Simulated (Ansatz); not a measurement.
# Optical response of Mo, part 2 of 2

Aim: the dielectric function of Mo, and the optical constants that follow from it.

Ansatz 0.2.0; DFT, PBE, plane-wave PAW, default files, scalar-relativistic, independent-particle optical response without local fields.

So far. Step 2 (Ground state and bands): There are states at the Fermi level within the smearing, so the occupations stay smeared and the carriers get a Drude term. The cell is left with a pressure of 3.8 GPa, as it stands unrelaxed at this level.

## 3. Spectrum

With the density converged, the vertical transitions are summed over the zone.

This step: DFT, PBE, plane-wave PAW, default files, scalar-relativistic, independent-particle optical response without local fields (Ansatz 0.2.0).

File input.yaml:

```yaml
crystal:
  lattice:
    - [-1.573415, 1.573415, 1.573415]
    - [1.573415, -1.573415, 1.573415]
    - [1.573415, 1.573415, -1.573415]
  atoms:
    - { symbol: Mo, position: [0.0, 0.0, 0.0] }
kpoints:
  mp_grid: { grid: [14, 14, 14] }
scf:
  occupations: { method: fermi_dirac, width: 0.05 }
hamiltonian:
  xc: pbe
  pseudopotentials: { kind: paw }
output:
  optics:
    e_range: [0, 14]
    de: 0.05
    sigma: 0.1
    drude_damping: 0.05
    nscf_kmesh: { grid: [20, 20, 20] }
    bands: { spectra_wanted_up_to: 14 }
```

Command:

```console
> ansatz run input.yaml --threads 4 --pin off --max-ram 8192MiB --backend cpu --events-out ev --progress --plain --runs-dir out
```

Numbers of over 12 decimals in the logs are rounded to 6 here.

The log of the run:

```text
[...]
Crystal: 1 atoms, lattice volume = 15.581 Å³
Basis set: ecut = 420 eV, 321 PW (Γ)
Bands: 11, of which v1, the nominal top of the filled ones, is band 7 counted from 1 (6 counted from 0)
Symmetry: 48 space group operations
[...]
k-points: 104 of 2744
[...]
SCF iter   1: F=—  HF=-4956.010175 eV  |F-HF|=—  |Δ(HF+E_count)|=         —  Δρ=4.04e-3  dr2=1.50e-3  ethr=1.77e-3  ⟨swp⟩=5.1  Hψ=6743  notcnv=0
[...]
SCF iter   8: F=-4956.009885 eV  HF=-4956.009885 eV  |F-HF|=9.09e-13  |Δ(HF+E_count)|=  6.37e-12  Δρ=2.63e-8  dr2=2.95e-14  ethr=1.00e-12  ⟨swp⟩=2.2  Hψ=2382  notcnv=0
SCF 1 converged in 8 iterations: F = -4956.009885 eV  dr2 = 2.95e-14
[...]
NSCF: frozen V_eff on 256 k-points
output.optics: what the bands over the 17 summed would add to eps1, eps2 and the energy-loss function is held between a lower and an upper bound (6 Lanczos steps). eps1, eps2 and their loss function (loss_summed_bands) are given on every row as the summed bands alone make them. Along an axis, on a row where the two bounds hold the loss function to about 1 % of the greater of itself and 0.5 % of |1/eps|, its cell (loss_completed) is given, with the completed eps1 and eps2 that it is formed of (a cell that is left empty reads nan in the table and null in the record). The two bounds hold it so along every axis on all 280 rows up to 14.000 eV. [rest of the remark cut]
SCF converged after 8 iterations
Free energy (F): -4956.009885 eV
[...]
Internal energy: -4956.000503 eV  (E = F + TS)
E sigma→0 (E₀):  -4956.005194 eV
Entropy (-TS):   -0.009382 eV (-9.382 meV/atom)
Fermi energy:    21.226432 eV
[...]
--- Band table (eV; the first three rows and the last of 104) ---
  k-point 0: bands = [... 3 lower, -13.3660, 13.9465, 19.8048, 19.8048, 19.8048, 22.8408, 22.8408, 35.8831]
  k-point 1: bands = [... 3 lower, -13.3666, 14.1721, 19.6780, 19.7830, 20.0174, 22.6576, 22.8445, 36.0481]
  k-point 2: bands = [... 3 lower, -13.3682, 14.7911, 19.3419, 19.6795, 20.6405, 22.3353, 22.8691, 36.3661]
  k-point 103: bands = [... 3 lower, -14.3393, 15.7213, 15.7213, 25.1665, 25.1665, 25.1665, 30.2583, 30.2583]
```

Elapsed: 12 s, on 4 threads of Intel Xeon Platinum 8488C (Sapphire Rapids), shared host; peak memory 1.1 GiB; 42 s of CPU time.

Numbers from this step:

```
main peak of the optical conductivity above 1 eV, first axis : 4.200 eV
centre of weight of the strongest loss peak in the window    : 10.62 eV
Drude plasma energy, first axis                              : 8.687 eV
bands summed                                                 : 17
spectra valid up to                                          : 25.68 eV
program's estimate of the k-sum error in Im epsilon          : 0.06 %
electrons in the f-sum                                       : 10.88
```

The Im ε, any direction has structure finer than the step of the table below, so its rows give means over 0.25 eV, whole bins alone (the curve runs from 0.3 to 14 eV). Peaks (eV: height): 2.300: 40.4, 4.200: 33.9.

The Im ε, any direction by photon energy; means over each step:

photon energy (eV), Im ε, any direction and a bar:
```
     0.50         47 ##############################
     0.75         29 ##################
     1.00         25 ################
     1.25         23 ##############
     1.50         27 #################
     1.75         34 #####################
     2.00         35 #######################
     2.25         39 #########################
     2.50         33 #####################
     2.75         28 ##################
     3.00         25 ################
     3.25         24 ###############
     3.50         25 ################
     3.75         26 ################
     4.00         29 ###################
     4.25         32 ####################
     4.50         25 ################
     4.75         19 ############
     5.00         15 #########
     5.25         12 ########
     5.50         10 ######
     5.75          8 #####
     6.00          6 ####
     6.25          5 ###
     6.50          4 ##
     6.75          3 ##
     7.00          3 #
     7.25          5 ###
     7.50          4 ##
     7.75          3 #
     8.00          2 #
     8.25          2 #
     8.50          1 
     8.75          1 
     9.00          1 
     9.25          1 
     9.50          1 
     9.75          1 
    10.00          1 
    10.25          1 
    10.50          1 
    10.75          1 
    11.00          1 
    11.25          2 #
    11.50          3 #
    11.75          3 ##
    12.00          3 ##
    12.25          3 ##
    12.50          3 #
    12.75          3 #
    13.00          3 #
    13.25          3 #
    13.50          2 #
    13.75          2 #
```

Re ε, any direction against photon energy:

photon energy (eV), Re ε, any direction and a bar from the least value:
```
      0.5       -255 
      1.0        -40 #########################
      1.5          3 ##############################
      2.0          5 ##############################
      2.5         -6 #############################
      3.0         -3 #############################
      3.5         -1 #############################
      4.0          0 #############################
      4.5        -14 ############################
      5.0        -15 ############################
      5.5        -13 ############################
      6.0        -12 ############################
      6.5         -9 ############################
      7.0         -5 #############################
      7.5         -7 #############################
      8.0         -5 #############################
      8.5         -4 #############################
      9.0         -3 #############################
      9.5         -2 #############################
     10.0         -1 #############################
     10.5          0 #############################
     11.0          1 ##############################
     11.5          1 ##############################
     12.0          0 #############################
     12.5          0 #############################
     13.0          0 #############################
     13.5          0 #############################
     14.0          0 #############################
```

Table of reflectivity at normal incidence, any direction by photon energy; read off at these points:

```
photon energy (eV)  reflectivity at normal incidence, any direction (%)
              0.50                                                 98.0
              1.00                                                 85.8
              1.50                                                 56.8
              2.00                                                 60.5
              2.40                                                 65.5
              2.50                                                 64.1
              3.00                                                 59.0
              3.50                                                 57.9
              4.00                                                 59.6
              4.50                                                 69.5
              5.00                                                 72.9
              5.50                                                 74.1
              6.00                                                 78.0
              6.50                                                 77.5
              7.00                                                 72.3
              7.50                                                 73.0
              8.00                                                 77.2
              8.25                                                 77.5
              8.50                                                 77.3
              9.00                                                 74.8
              9.50                                                 68.9
             10.00                                                 56.7
             10.50                                                 30.4
             11.00                                                 4.23
             11.50                                                 14.4
             12.00                                                 23.0
             12.50                                                 24.5
             13.00                                                 24.2
             13.35                                                 25.4
             13.50                                                 25.2
             14.00                                                 22.9
```

Values under 1 per cm are given as 1. Table of absorption coefficient, any direction by photon energy:

```
photon energy (eV)  absorption coefficient, any direction (1/cm)
             0.500                                         8.1e5
             1.000                                         6.7e5
             1.500                                         5.3e5
             2.000                                         7.9e5
             2.500                                         1.1e6
             3.000                                         1.1e6
             3.500                                         1.3e6
             4.000                                         1.5e6
             4.500                                         2.1e6
             5.000                                         2.1e6
             5.500                                         2.1e6
             6.000                                         2.1e6
             6.500                                         2.0e6
             7.000                                         1.7e6
             7.500                                         2.1e6
             8.000                                         1.9e6
             8.500                                         1.7e6
             9.000                                         1.6e6
             9.500                                         1.4e6
            10.000                                         1.1e6
            10.500                                         7.7e5
            11.000                                         4.8e5
            11.500                                         1.0e6
            12.000                                         1.5e6
            12.500                                         1.5e6
            13.000                                         1.6e6
            13.500                                         1.6e6
            14.000                                         1.5e6
```

The loss function −Im 1/ε at q → 0, any direction has structure finer than the step of the table below, so its rows give means over 0.5 eV, whole bins alone (the curve runs from 0.3 to 14 eV). Peaks (eV: height): 10.65: 1.53.

The loss function −Im 1/ε at q → 0, any direction by energy loss; means over each step:

```
energy loss (eV)  loss function −Im 1/ε at q → 0, any direction
             1.0                                         0.0136
             1.5                                         0.0351
             2.0                                         0.0275
             2.5                                         0.0298
             3.0                                         0.0396
             3.5                                         0.0398
             4.0                                         0.0340
             4.5                                         0.0288
             5.0                                         0.0329
             5.5                                         0.0368
             6.0                                         0.0372
             6.5                                         0.0441
             7.0                                         0.0832
             7.5                                         0.0679
             8.0                                         0.0634
             8.5                                         0.0776
             9.0                                          0.110
             9.5                                          0.188
            10.0                                          0.421
            10.5                                           1.18
            11.0                                          0.616
            11.5                                          0.298
            12.0                                          0.306
            12.5                                          0.347
            13.0                                          0.370
            13.5                                          0.403
```

From ε follow the optical constants at some laser and lamp lines:

```
wavelength (nm)     n      k  R (%)     1/α
           1550  1.61  8.893   92.5   14 nm
           1064  2.21  5.073   75.5   17 nm
            633  4.47  3.905   60.4   13 nm
            450  3.41  4.037   61.8  8.9 nm
            405  3.32  3.635   58.3  8.9 nm
            365  3.53  3.550   57.4  8.2 nm
            193  0.69  3.082   77.6  5.0 nm
```

In reflection the computed colour is light grey: x = 0.309, y = 0.334, luminous reflectivity 63 %.

## 4. Results

```yaml
gap_on_the_path: 0 eV
main_peak_of_the_optical_conductivity_above_1_ev_first_axis: 4.20 eV
drude_plasma_energy_first_axis: 8.69 eV
centre_of_weight_of_the_strongest_loss_peak_in_the_window_first_axis: 10.6 eV
```

At this level (PBE, independent particles) Mo is a metal with a Drude plasma energy of 8.7 eV; it reflects 64 % at 550 nm. Along x the bare Drude plasma energy is 8.7 eV; Re ε first rises through zero at 1.45 eV, far lower, because interband transitions screen the carriers. Im ε is 25 there, so the loss peak at that energy is weak. The strongest loss structure up to 14 eV has its centre of weight at 10.6 eV; a free-electron gas of the 10.9 electrons in the f-sum would put its plasmon at 31.0 eV. In reflection the computed colour is light grey: x = 0.309, y = 0.334, luminous reflectivity 63 %. In the base run ε includes the program's bounded estimate of what the bands above those summed add. The carriers' damping of 0.05 eV is typed, not computed; at 0.8 eV the carriers give 26 % of Im ε along the first axis; the rest comes from the sum over bands, which at low energy also holds close bands and the noise of the mesh. The Fermi-Dirac width of 0.05 eV acts as an electron temperature of 580 K in the carriers' term.

[Logs are printed without paths, hosts, clocks, repeated set-up lines and the standing remarks that a program may print on its own settings, such as how far it seeks lower states.]

[Hosts, paths, dates, database ids (printed as entryN), source tags and the programs' standing remarks are cut or masked in the printed files.]
